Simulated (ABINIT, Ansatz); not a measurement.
# RbSbS3 (Pm-3m): zone-centre phonons, part 2 of 4

Aim: the zone-centre modes of RbSbS3 (Pm-3m).

ABINIT 10.8.3; DFT PBEsol, scalar-relativistic, plane waves, PseudoDojo norm-conserving pseudopotentials.

So far. Step 2 (Relaxation): The volume changes by +0.4 % from the cell with which this run began. Step 3 (Ground state): The cell stands at -0.34 GPa: the relaxation ran with a smoothed and higher cutoff, and the difference is a stress of the finite basis. The relaxed cell has a = 5.088 Å (conventional setting).

The structure was built from a prototype and need not be the compound's stable phase.

### 4. Zone-centre response

At q = 0 one unit cell holds all displacements. The response is solved for single atoms along the cell's directions, and symmetry skips those that follow from others. The crystal is treated as a metal, which screens a static field, so no field response is asked.

File dfpt_gamma.abi:

```

# common to the responses
getwfk_filepath "gso_WFK"
kptopt 2
nqpt 1
qpt 0.0 0.0 0.0
asr 0
chneut 0

# displacements
rfphon 1
rfatpol 1 5
rfdir 1 1 1
tolvrs 1.0d-10
prtwf 0

# basis, mesh and filling
ecut 36.0
ngkpt 6 6 6
nshiftk 1
shiftk 0.0 0.0 0.0
istwfk *1
occopt 7
tsmear 0.01
nband 30
nstep 100
diemac 1000000.0
prtebands 0
prtgsr 0
useylm 1

# cell and atoms
acell 3*1.0 Angstrom
rprim 
    5.088138701 0.0 0.0
    0.0 5.088138701 0.0
    0.0 0.0 5.088138701
ntypat 3
znucl 37 51 16
natom 5
typat 1 2 3 3 3
xred 
    0.0 0.0 0.0
    0.5 0.5 0.5
    0.5 0.5 0.0
    0.5 0.0 0.5
    0.0 0.5 0.5
pp_dirpath "./pseudo"
pseudos "Rb.upf, Sb.upf, S.upf"
```

Started as:

```
> OMP_NUM_THREADS=1 mpirun -n 4 abinit dfpt_gamma.abi > dfpt_gamma.log
```

Numbers of over 12 decimals in the logs are rounded to 6 here.

dfpt_gamma.abo, the main output file:

```text
[banners, grids, parts of the stress and lines that vanish by symmetry left out]
- input  file    -> dfpt_gamma.abi
- output file    -> dfpt_gamma.abo
- root for input  files -> dfpt_gammai
- root for output files -> dfpt_gammao

 Symmetries : space group Pm -3 m (#221); Bravais cP (primitive cubic)
================================================================================
 Values of the parameters that define the memory need of the present run (RF).
     intxc =       0      iscf =       7    lmnmax =      18     lnmax =       6
     mgfft =      54  mpssoang =       3    mqgrid =    3001     natom =       5
  nloc_mem =       1    nspden =       1   nspinor =       1    nsppol =       1
      nsym =      48    n1xccc =    2501    ntypat =       3    occopt =       7
   xclevel =       2
-    mband =          30        mffmem =           1         mkmem =          28
-   mkqmem =          28        mk1mem =          28           mpw =        9220
      nfft =      157464          nkpt =         112
- my_mband =          30
================================================================================
================================================================================

--------------------------------------------------------------------------------
------------- Echo of variables that govern the present computation ------------
--------------------------------------------------------------------------------
-
- outvars: echo of selected default values
-   iomode0 =  0 , fftalg0 =312 , wfoptalg0 =  0
-
- outvars: echo of global parameters not present in the input file
-  max_nthreads =    1
-
 -outvars: echo values of preprocessed input variables
 [... echo left out ...]
================================================================================

 chkinp: Checking input parameters for consistency.

[...]
== DATASET  1 ==================================================================
-   mpi_nproc: 4, omp_nthreads: 1 (-1 if OMP is not activated)

--- !DatasetInfo
iteration_state: {dtset: 1, }
dimensions: {natom: 5, nkpt: 112, mband: 30, nsppol: 1, nspinor: 1, nspden: 1, mpw: 9220, }
cutoff_energies: {ecut:  36.0, pawecutdg:  -1.0, }
electrons: {nelect:   4.20000000E+01, charge:   0.00000000E+00, occopt:   7.00000000E+00, tsmear:   1.00000000E-02, }
meta: {optdriver: 1, rfphon: 1, }
...

 mkfilename: getwfk from: gso_WFK

 Real(R)+Recip(G) space primitive vectors, cartesian coordinates (Bohr,Bohr^-1):
 R(1)=  9.6151886  0.0000000  0.0000000  G(1)=  0.1040021  0.0000000  0.0000000
 R(2)=  0.0000000  9.6151886  0.0000000  G(2)=  0.0000000  0.1040021  0.0000000
 R(3)=  0.0000000  0.0000000  9.6151886  G(3)=  0.0000000  0.0000000  0.1040021
 Unit cell volume ucvol=  8.8894200E+02 bohr^3
 Angles (23,13,12)=  9.00000000E+01  9.00000000E+01  9.00000000E+01 degrees
 setup1 : take into account q-point for computing boxcut.

 getcut: wavevector=  0.0000  0.0000  0.0000  ngfft=  54  54  54
         ecut(hartree)=     36.000   => boxcut(ratio)=   2.07931

--- Pseudopotential description ------------------------------------------------
- pspini: atom type   1  psp file is ./pseudo/Rb.upf

- pspini: atom type   2  psp file is ./pseudo/Sb.upf

- pspini: atom type   3  psp file is ./pseudo/S.upf

   3.65381693E+03                                ecore*ucvol(ha*bohr**3)
--------------------------------------------------------------------------------

 ==>  initialize data related to q vector <==

 The list of irreducible perturbations for this q vector is:
    1)    idir= 1    ipert=   1
    2)    idir= 1    ipert=   2
    3)    idir= 1    ipert=   3
    4)    idir= 3    ipert=   3

[...]
The perturbation idir=   2  ipert=   1 is
 symmetric of a previously calculated perturbation.
 So, its SCF calculation is not needed.

 The perturbation idir=   3  ipert=   1 is
 symmetric of a previously calculated perturbation.
 So, its SCF calculation is not needed.

 The perturbation idir=   2  ipert=   2 is
 symmetric of a previously calculated perturbation.
 So, its SCF calculation is not needed.

 The perturbation idir=   3  ipert=   2 is
 symmetric of a previously calculated perturbation.
 So, its SCF calculation is not needed.

[...]
The perturbation idir=   2  ipert=   5 is
 symmetric of a previously calculated perturbation.
 So, its SCF calculation is not needed.

 The perturbation idir=   3  ipert=   5 is
 symmetric of a previously calculated perturbation.
 So, its SCF calculation is not needed.

--------------------------------------------------------------------------------
 Perturbation wavevector (in red.coord.)   0.000000  0.000000  0.000000
 Perturbation : displacement of atom   1   along direction   1
 Found     8 symmetries that leave the perturbation invariant.

[...]
dfpt_looppert : total number of electrons, from k and k+q
  fully or partially occupied states are    4.200000E+01 and    4.200000E+01.
 Initialisation of the first-order wave-functions :
  ireadwf=   0

--- !BeginCycle
iteration_state: {dtset: 1, }
solver: {iscf: 7, nstep: 100, nline: 4, wfoptalg: 0, }
tolerances: {tolvrs: 1.00E-10, }
...

     iter   2DEtotal(Ha)        deltaE(Ha) residm    vres2
-ETOT  1   2.328443     -1.716E+03 7.556E+00 8.114E+02
 ETOT  2   1.118748     -1.210E+00 9.300E-01 1.931E+02
 ETOT  3   1.059985     -5.876E-02 6.541E-01 3.032E+01
 ETOT  4   1.056424     -3.561E-03 2.423E-01 1.232E+00
 ETOT  5   1.056293     -1.308E-04 1.991E-01 4.320E-01
[...]
At SCF step   12       vres2   =  4.90E-11 < tolvrs=  1.00E-10 =>converged.
[...]
Mean square residual over all n,k,spin=   30.915E-07; max=  25.013E-04

 Thirteen components of 2nd-order total energy (hartree) are
 1,2,3: 0th-order hamiltonian combined with 1st-order wavefunctions
     kin0=   1.30368614E+03 eigvalue=   1.64693551E+02  local=  -6.43532820E+02
 4,5,6: 1st-order hamiltonian combined with 1st and 0th-order wfs
 loc psp =  -1.37680500E+03  Hartree=   4.96306323E+02     xc=  -1.28411267E+02
 note that "loc psp" includes a xc core correction that could be resolved
 7,8,9: eventually, occupation + non-local contributions
    edocc=   7.26499013E+01     enl0=   4.51611401E+02   enl1=  -2.05720145E+03
 1-9 gives the relaxation energy (to be shifted if some occ is /=2.0)
   erelax=  -1.71700323E+03
 10,11,12 Non-relaxation  contributions : frozen-wavefunctions and Ewald
 fr.local=   5.83305697E+02 fr.nonlo=   1.03036038E+03  Ewald=   1.29385989E+02
 13,14 Frozen wf xc core corrections (1) and (2)
 frxc 1  =  -2.48838752E+02  frxc 2 =   2.23846119E+02
 Resulting in :
 2DEtotal=    0.1056206800E+01 Ha. Also 2DEtotal=    0.287408512010E+02 eV
    (2DErelax=   -1.7170032282E+03 Ha. 2DEnonrelax=    1.7180594350E+03 Ha)
    (  non-var. 2DEtotal :    1.0562072935E+00 Ha)

[...]
Perturbation wavevector (in red.coord.)   0.000000  0.000000  0.000000
 Perturbation : displacement of atom   2   along direction   1
 Found     8 symmetries that leave the perturbation invariant.

[...]
dfpt_looppert : total number of electrons, from k and k+q
  fully or partially occupied states are    4.200000E+01 and    4.200000E+01.
 Initialisation of the first-order wave-functions :
  ireadwf=   0

--- !BeginCycle
iteration_state: {dtset: 1, }
solver: {iscf: 7, nstep: 100, nline: 4, wfoptalg: 0, }
tolerances: {tolvrs: 1.00E-10, }
...

     iter   2DEtotal(Ha)        deltaE(Ha) residm    vres2
-ETOT  1   8.911171     -3.673E+04 6.950E+01 4.688E+02
[...]
At SCF step   13       vres2   =  1.23E-11 < tolvrs=  1.00E-10 =>converged.
[...]
Mean square residual over all n,k,spin=   67.951E-08; max=  75.082E-05

 Thirteen components of 2nd-order total energy (hartree) are
 1,2,3: 0th-order hamiltonian combined with 1st-order wavefunctions
     kin0=   4.97474799E+04 eigvalue=   6.16247484E+03  local=  -3.09935046E+04
 4,5,6: 1st-order hamiltonian combined with 1st and 0th-order wfs
 loc psp =  -1.15467111E+04  Hartree=   3.31841927E+03     xc=  -5.54591283E+02
 note that "loc psp" includes a xc core correction that could be resolved
 7,8,9: eventually, occupation + non-local contributions
    edocc=   3.84331704E+01     enl0=   9.02141484E+03   enl1=  -6.19335411E+04
 1-9 gives the relaxation energy (to be shifted if some occ is /=2.0)
   erelax=  -3.67401261E+04
 10,11,12 Non-relaxation  contributions : frozen-wavefunctions and Ewald
 fr.local=   5.36315446E+03 fr.nonlo=   3.09501778E+04  Ewald=   1.76435440E+02
 13,14 Frozen wf xc core corrections (1) and (2)
 frxc 1  =  -9.73970860E+02  frxc 2 =   1.22533857E+03
 Resulting in :
 2DEtotal=    0.1009304439E+01 Ha. Also 2DEtotal=    0.274645729402E+02 eV
    (2DErelax=   -3.6740126089E+04 Ha. 2DEnonrelax=    3.6741135393E+04 Ha)
    (  non-var. 2DEtotal :    1.0093042489E+00 Ha)

[...]
Perturbation wavevector (in red.coord.)   0.000000  0.000000  0.000000
 Perturbation : displacement of atom   3   along direction   1
 Found     4 symmetries that leave the perturbation invariant.

[...]
dfpt_looppert : total number of electrons, from k and k+q
  fully or partially occupied states are    4.200000E+01 and    4.200000E+01.
 Initialisation of the first-order wave-functions :
  ireadwf=   0

--- !BeginCycle
iteration_state: {dtset: 1, }
solver: {iscf: 7, nstep: 100, nline: 4, wfoptalg: 0, }
tolerances: {tolvrs: 1.00E-10, }
...

     iter   2DEtotal(Ha)        deltaE(Ha) residm    vres2
-ETOT  1  0.748789     -6.733E+02 5.715E+00 1.016E+03
[...]
At SCF step   14       vres2   =  1.28E-11 < tolvrs=  1.00E-10 =>converged.
[...]
Mean square residual over all n,k,spin=   74.839E-08; max=  75.433E-05

 Thirteen components of 2nd-order total energy (hartree) are
 1,2,3: 0th-order hamiltonian combined with 1st-order wavefunctions
     kin0=   5.95416770E+02 eigvalue=   2.36599903E+00  local=  -4.34443176E+02
 4,5,6: 1st-order hamiltonian combined with 1st and 0th-order wfs
 loc psp =  -4.89459146E+02  Hartree=   1.85805439E+02     xc=  -5.26000767E+01
 note that "loc psp" includes a xc core correction that could be resolved
 7,8,9: eventually, occupation + non-local contributions
    edocc=   2.87802453E+01     enl0=   3.48904456E+02   enl1=  -8.59000167E+02
 1-9 gives the relaxation energy (to be shifted if some occ is /=2.0)
   erelax=  -6.74229657E+02
 10,11,12 Non-relaxation  contributions : frozen-wavefunctions and Ewald
 fr.local=   2.91094434E+02 fr.nonlo=   4.38156436E+02  Ewald=  -3.85747575E+01
 13,14 Frozen wf xc core corrections (1) and (2)
 frxc 1  =  -7.90511582E+01  frxc 2 =   6.24607963E+01
 Resulting in :
 2DEtotal=   -0.1439066212E+00 Ha. Also 2DEtotal=   -0.391589865150E+01 eV
    (2DErelax=   -6.7422965655E+02 Ha. 2DEnonrelax=    6.7408574993E+02 Ha)
    (  non-var. 2DEtotal :   -1.4390667588E-01 Ha)

[...]
Perturbation wavevector (in red.coord.)   0.000000  0.000000  0.000000
 Perturbation : displacement of atom   3   along direction   3
 Found     8 symmetries that leave the perturbation invariant.

--------------------------------------------------------------------------------

--------------------------------------------------------------------------------

 dfpt_looppert : total number of electrons, from k and k+q
  fully or partially occupied states are    4.200000E+01 and    4.200000E+01.
 Initialisation of the first-order wave-functions :
  ireadwf=   0

--- !BeginCycle
iteration_state: {dtset: 1, }
solver: {iscf: 7, nstep: 100, nline: 4, wfoptalg: 0, }
tolerances: {tolvrs: 1.00E-10, }
...

     iter   2DEtotal(Ha)        deltaE(Ha) residm    vres2
-ETOT  1   6.437793     -6.480E+02 7.038E+00 1.120E+04
[...]
ETOT 12   3.317083     -2.831E-11 1.095E-05 1.005E-10
 ETOT 13   3.317083      1.762E-11 2.451E-05 2.157E-11

 At SCF step   13       vres2   =  2.16E-11 < tolvrs=  1.00E-10 =>converged.
[...]
Mean square residual over all n,k,spin=   38.631E-09; max=  24.506E-06

 Thirteen components of 2nd-order total energy (hartree) are
 1,2,3: 0th-order hamiltonian combined with 1st-order wavefunctions
     kin0=   5.68291956E+02 eigvalue=   9.97970888E+00  local=  -3.95223977E+02
 4,5,6: 1st-order hamiltonian combined with 1st and 0th-order wfs
 loc psp =  -5.41945703E+02  Hartree=   2.00442950E+02     xc=  -5.11839510E+01
 note that "loc psp" includes a xc core correction that could be resolved
 7,8,9: eventually, occupation + non-local contributions
    edocc=   4.25636123E+01     enl0=   2.76223289E+02   enl1=  -7.60241475E+02
 1-9 gives the relaxation energy (to be shifted if some occ is /=2.0)
   erelax=  -6.51093589E+02
 10,11,12 Non-relaxation  contributions : frozen-wavefunctions and Ewald
 fr.local=  -6.29076993E+01 fr.nonlo=   3.72216792E+02  Ewald=   3.59446218E+02
 13,14 Frozen wf xc core corrections (1) and (2)
 frxc 1  =  -7.98600961E+01  frxc 2 =   6.55154572E+01
 Resulting in :
 2DEtotal=    0.3317082972E+01 Ha. Also 2DEtotal=    0.902624259597E+02 eV
    (2DErelax=   -6.5109358914E+02 Ha. 2DEnonrelax=    6.5441067212E+02 Ha)
    (  non-var. 2DEtotal :    3.3170831358E+00 Ha)

[...]
---- first-order wavefunction calculations are completed ----

 ==> Compute Derivative Database <==

 [... matrices left out ...]
  Phonon wavevector (reduced coordinates) :  0.00000  0.00000  0.00000
 Phonon energies in Hartree :
  -3.508283E-04 -3.508283E-04 -3.508283E-04 -1.641818E-04 -1.641818E-04
  -1.641818E-04  1.523838E-05  1.523838E-05  1.523838E-05  3.340366E-04
   3.340366E-04  3.340366E-04  8.492906E-04  8.492906E-04  8.492906E-04
 Phonon frequencies in cm-1    :
- -7.699790E+01 -7.699790E+01 -7.699790E+01 -3.603374E+01 -3.603374E+01
- -3.603374E+01  3.344438E+00  3.344438E+00  3.344438E+00  7.331256E+01
-  7.331256E+01  7.331256E+01  1.863977E+02  1.863977E+02  1.863977E+02

== END DATASET(S) ==============================================================
================================================================================

 -outvars: echo values of variables after computation
            acell      1.8897261259E+00  1.8897261259E+00  1.8897261259E+00 Bohr
           etotal      3.3170829719E+00
            fcart      0.0000000000E+00  0.0000000000E+00  0.0000000000E+00
           strten      0.0000000000E+00  0.0000000000E+00  0.0000000000E+00
================================================================================
```

Run time: 8.2 min. Hardware: 4 MPI ranks of Intel Xeon 6975P-C (Granite Rapids), shared host; 33 min of CPU time.

Numbers from this step:

```
largest acoustic frequency at the zone centre before the sum rule : 3.34 cm⁻¹
highest optical zone-centre mode (no LO-TO term)                  : 186.4 cm⁻¹
lowest optical zone-centre mode                                   : -77 cm⁻¹
```

The acoustic modes at Γ come out as far as 3.3 cm⁻¹ from zero, where they should vanish, a small numerical error. The lowest optical mode is imaginary, 77i cm⁻¹, an instability at this level and on this k mesh.

(Continued in part 3 of 4.)

[Host names and launcher messages were left out of these logs when they were recorded.]

[Logs are printed without paths, hosts, clocks, repeated set-up lines and the standing remarks that a program may print on its own settings, such as how far it seeks lower states.]

[Hosts, paths, dates, database ids (printed as entryN), source tags and the programs' standing remarks are cut or masked in the printed files.]
